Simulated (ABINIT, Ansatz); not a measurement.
# LiGeN (P6_3mc): bands and cutoff in G0W0 with ABINIT

Wanted: a converged G0W0 gap of LiGeN (P6_3mc), or an estimate of the limit.

Method: PBE and many-body steps on it, plane waves, in ABINIT 10.8.3.

Most raw output is cut from this account.

### 1. The structure

The structure is hexagonal, space group P6_3mc (No. 186). Conventional cell: a = 3.012 Å, b = 3.012 Å, c = 9.419 Å, α = 90.00°, β = 90.00°, γ = 120.00°. Li has 3 N at 2.18 Å nearest. Nearest to Ge lie 3 N at 2.00 Å. Nearest to N lie 3 Ge at 2.00 Å and 3 Li at 2.18 Å. Farther neighbours and most contacts between anions are not listed.

The cell and positions are those that the Materials Project relaxed with its own functionals (PBE, PBE+U or r2SCAN), kept fixed.

### 2. Empty states on the mesh, 3×3×1 mesh, 156 bands

This step: ABINIT 10.8.3; DFT, PBE, plane waves, norm-conserving pseudopotentials.

The sums over transitions need many empty states on a uniform mesh; this step solves for them.

File run.abi:

```
acell 3*1.0 Angstrom
rprim 
  3.012408535488 -0.000000000022 0.000000000000
  -1.506204267725 2.608822318321 0.000000000000
  0.000000000000 0.000000000000 9.419459000000
ntypat 3
znucl 3 32 7
natom 6
typat 1 1 2 2 3 3
xred 
  0.666666666667 0.333333333333 0.743392000000
  0.333333333333 0.666666666667 0.243392000000
  -0.000000000000 -0.000000000000 0.498023000000
  -0.000000000000 -0.000000000000 0.998023000000
  0.333333333333 0.666666666667 0.603223000000
  0.666666666667 0.333333333333 0.103223000000
pp_dirpath "pseudos"
pseudos "Li.upf, Ge.upf, N.upf"
ecut 36
ngkpt 3 3 1
nshiftk 1
shiftk 0 0 0
kptopt 1
chksymbreak 0
iscf -2
irdden 1
istwfk *1
nband 156
nbdbuf 14
tolwfr 1e-09
nstep 60
prtvol 0
indata_prefix "in"
outdata_prefix "out"
tmpdata_prefix "tmp"
```

The run is started by

```sh
> OMP_NUM_THREADS=1 mpirun -n 4 abinit run.abi > log
```

Wall time 27 s (4 MPI ranks of Arm Neoverse V2, shared host); peak memory 0.36 GiB; 1.8 min of CPU time.

Numbers from this step:

| Property | Result |
| --- | --- |
| gap | 2.611 eV |
| k of the valence top | 0.3333, 0.3333, 0 |
| k of the conduction bottom | 0.3333, 0.3333, 0 |
| least direct gap | 2.611 eV |
| k points computed | 3 |
| lowest point of the top converged band, above the valence top | 71.8925 eV |

On this mesh the gap is 2.611 eV.

The density comes from a self-consistent run that is not shown.

### 3. Screening, 3×3×1 mesh, 37 bands, screening to 62.6 eV

The RPA dielectric matrix is built and inverted for each q.

This step: RPA screening on PBE, plane waves, norm-conserving pseudopotentials.

Changes to run.abi since step 2:

```diff
@@ -24,10 +24,11 @@
 chksymbreak 0
-iscf -2
-irdden 1
 istwfk *1
-nband 156
-nbdbuf 14
-tolwfr 1e-09
-nstep 60
-prtvol 0
+occopt 1
+irdwfk 1
+optdriver 3
+nband 37
+ecuteps 2.3
+inclvkb 2
+awtr 1
+symchi 1
 indata_prefix "in"
```

It took 4.2 s on 4 MPI ranks; peak memory 0.42 GiB; 17 s of CPU time.

Numbers from this step:

```
ε∞ with local fields, on this mesh, along the program's q direction : 12.30
the same without local fields                                       : 13.40
plasma frequency                                                    : 28.63 eV
plane waves in the screening matrix                                 : 67
```

Local fields lower ε∞ by 8 %. On a Γ-centred mesh this coarse the value itself is usually too large, while a short band sum pulls it down.

### 4. 37 bands, 62.6 eV

The self-energy is evaluated for the states that the input lists, and the levels follow from it, in one-shot runs by the linearised quasiparticle equation.

This step: G0W0 on PBE, plane waves, norm-conserving pseudopotentials.

Changes to run.abi since step 3:

```diff
@@ -27,8 +27,17 @@
 irdwfk 1
-optdriver 3
+optdriver 4
 nband 37
+gwcalctyp 0
+ecutsigx 36
+symsigma 1
+nkptgw 2
+kptgw 
+  0.3333333333 0.3333333333 0.0000000000
+  0.0000000000 0.0000000000 0.0000000000
+bdgw 
+  21 24
+  18 24
 ecuteps 2.3
-inclvkb 2
-awtr 1
-symchi 1
+irdscr 1
+ppmodel 1
 indata_prefix "in"
```

Run time: 3.7 s. Hardware: 4 MPI ranks; peak memory 0.42 GiB.

This step gave:

- G0W0 gap on the points computed: 3.341 eV
- starting gap on the mesh: 2.611 eV
- k of the valence top: 0, 0, 0
- k of the conduction bottom: 0, 0, 0
- Z at the valence top: 0.775
- Z at the conduction bottom: 0.805
- least direct G0W0 gap on the computed points: 3.341 eV

The gap on the mesh goes from 2.61 eV to 3.34 eV, a correction of +0.73 eV.

### 5. Screening, 3×3×1 mesh, 71 bands, screening to 114.3 eV

This step: RPA screening on PBE, plane waves, norm-conserving pseudopotentials.

Changes to run.abi since step 4:

```diff
@@ -27,17 +27,8 @@
 irdwfk 1
-optdriver 4
-nband 37
-gwcalctyp 0
-ecutsigx 36
-symsigma 1
-nkptgw 2
-kptgw 
-  0.3333333333 0.3333333333 0.0000000000
-  0.0000000000 0.0000000000 0.0000000000
-bdgw 
-  21 24
-  18 24
-ecuteps 2.3
-irdscr 1
-ppmodel 1
+optdriver 3
+nband 71
+ecuteps 4.2
+inclvkb 2
+awtr 1
+symchi 1
 indata_prefix "in"
```

It took 6.8 s on 4 MPI ranks; peak memory 0.65 GiB.

Numbers from this step:

* ε∞ with local fields, on this mesh, along the program's q direction: 11.97
* the same without local fields: 13.52
* plasma frequency: 28.63 eV
* plane waves in the screening matrix: 215

### 6. 71 bands, 114.3 eV

This step: G0W0 on PBE, plane waves, norm-conserving pseudopotentials.

Changes to run.abi since step 5:

```diff
@@ -27,8 +27,17 @@
 irdwfk 1
-optdriver 3
+optdriver 4
 nband 71
+gwcalctyp 0
+ecutsigx 36
+symsigma 1
+nkptgw 2
+kptgw 
+  0.3333333333 0.3333333333 0.0000000000
+  0.0000000000 0.0000000000 0.0000000000
+bdgw 
+  21 24
+  18 24
 ecuteps 4.2
-inclvkb 2
-awtr 1
-symchi 1
+irdscr 1
+ppmodel 1
 indata_prefix "in"
```

Run time: 4.9 s. Hardware: 4 MPI ranks; peak memory 0.43 GiB; 19 s of CPU time.

This step gave:

* G0W0 gap on the points computed: 3.289 eV
* starting gap on the mesh: 2.611 eV
* k of the valence top: 0, 0, 0
* k of the conduction bottom: 0.3333, 0.3333, 0
* Z at the valence top: 0.77
* Z at the conduction bottom: 0.8
* least direct G0W0 gap on the computed points: 3.304 eV

Against G0W0 in ABINIT (3×3×1 mesh, 37 bands, screening to 62.6 eV, Godby-Needs plasmon pole), the gap moves by −0.052 eV.

### 7. Screening, 3×3×1 mesh, 142 bands, screening to 176.9 eV

This step: RPA screening on PBE, plane waves, norm-conserving pseudopotentials.

Changes to run.abi since step 6:

```diff
@@ -27,17 +27,8 @@
 irdwfk 1
-optdriver 4
-nband 71
-gwcalctyp 0
-ecutsigx 36
-symsigma 1
-nkptgw 2
-kptgw 
-  0.3333333333 0.3333333333 0.0000000000
-  0.0000000000 0.0000000000 0.0000000000
-bdgw 
-  21 24
-  18 24
-ecuteps 4.2
-irdscr 1
-ppmodel 1
+optdriver 3
+nband 142
+ecuteps 6.5
+inclvkb 2
+awtr 1
+symchi 1
 indata_prefix "in"
```

The job ended after 14 s (4 MPI ranks; peak memory 0.77 GiB).

Numbers from this step:

```
ε∞ with local fields, on this mesh, along the program's q direction : 11.92
the same without local fields                                       : 13.55
plasma frequency                                                    : 28.63 eV
plane waves in the screening matrix                                 : 411
```

### 8. 142 bands, 176.9 eV

This step: G0W0 on PBE, plane waves, norm-conserving pseudopotentials.

Changes to run.abi since step 7:

```diff
@@ -27,8 +27,17 @@
 irdwfk 1
-optdriver 3
+optdriver 4
 nband 142
+gwcalctyp 0
+ecutsigx 36
+symsigma 1
+nkptgw 2
+kptgw 
+  0.3333333333 0.3333333333 0.0000000000
+  0.0000000000 0.0000000000 0.0000000000
+bdgw 
+  21 24
+  18 24
 ecuteps 6.5
-inclvkb 2
-awtr 1
-symchi 1
+irdscr 1
+ppmodel 1
 indata_prefix "in"
```

Wall time 12 s (4 MPI ranks); peak memory 0.7 GiB.

Numbers from this step:

```
G0W0 gap on the points computed              : 3.295 eV
starting gap on the mesh                     : 2.611 eV
k of the valence top                         : 0, 0, 0
k of the conduction bottom                   : 0.3333, 0.3333, 0
least direct G0W0 gap on the computed points : 3.313 eV
```

Against G0W0 in ABINIT (3×3×1 mesh, 71 bands, screening to 114.3 eV, Godby-Needs plasmon pole), the gap moves by +0.006 eV.

### 9. Side by side

Times are wall times on 4 MPI ranks of Arm Neoverse V2, shared host, good to a factor of about two. A run's time includes the screening step that it read.

| run | mesh | bands | screening cutoff (eV) | DFT gap (eV) | gap on the mesh (eV) | direct (eV) | ε∞ used | time |
| --- | --- | --- | --- | --- | --- | --- | --- | --- |
| 37 bands, 62.6 eV | 3×3×1 | 37 | 62.6 | 2.611 | 3.341 | 3.341 | 12.30 | 7.9 s |
| 71 bands, 114.3 eV | 3×3×1 | 71 | 114.3 | 2.611 | 3.289 | 3.304 | 11.97 | 12 s |
| 142 bands, 176.9 eV | 3×3×1 | 142 | 176.9 | 2.611 | 3.295 | 3.313 | 11.92 | 26 s |

### 10. Results

```json
{
 "37 bands, 62.6 eV": "3.341 eV",
 "71 bands, 114.3 eV": "3.289 eV",
 "142 bands, 176.9 eV": "3.295 eV",
 "known limits": "not at the basis limit; exchange with frozen shells missing; no spin-orbit coupling; coarse k mesh"
}
```

**Reading.** From the first rung to the last the gap moves by −0.05 eV for 3.3 times the time. The gap turns back along the series, so no limit is drawn from it. In the G0W0 runs levels were corrected at 2 k points alone, so a gap called «on the mesh» is the least over those, and an edge elsewhere would be missed. A denser mesh or path gives a starting gap of 1.45 eV: the GW mesh misses a band edge, so its gaps are not the fundamental one. The 3×3×1 mesh is coarse for this cell, which bears on the long-range parts of exchange and screening. The norm-conserving file of at least one element keeps a d shell over frozen s and p shells of the same row. Exchange with those shells is missing from the self-energy, an error of 0.3 to 0.9 eV in cases checked, whose sign depends on which edge lies on those atoms. The many-body steps are scalar-relativistic: spin-orbit coupling is not in them.

[Paths, hosts, dates, memory and timing lines, banners, echoed tables and standing remarks are left out of the program output.]

[Logs are printed without paths, hosts, clocks, repeated set-up lines and the standing remarks that a program may print on its own settings, such as how far it seeks lower states.]

[Runs of the session that timed out or met a known fault of the program may be left out.]

[Hosts, paths, dates, database ids (printed as entryN), source tags and the programs' standing remarks are cut or masked in the printed files.]

[G0W0 gaps are taken among the corrected bands and points alone; a level outside them can change the order at an edge.]

[Where Ansatz stands beside ABINIT at settings called matched, ABINIT's density can come from a denser mesh and the files from another edition; pairs whose starting gaps differed by over 0.03 eV were left out, so agreement reads better than it is.]
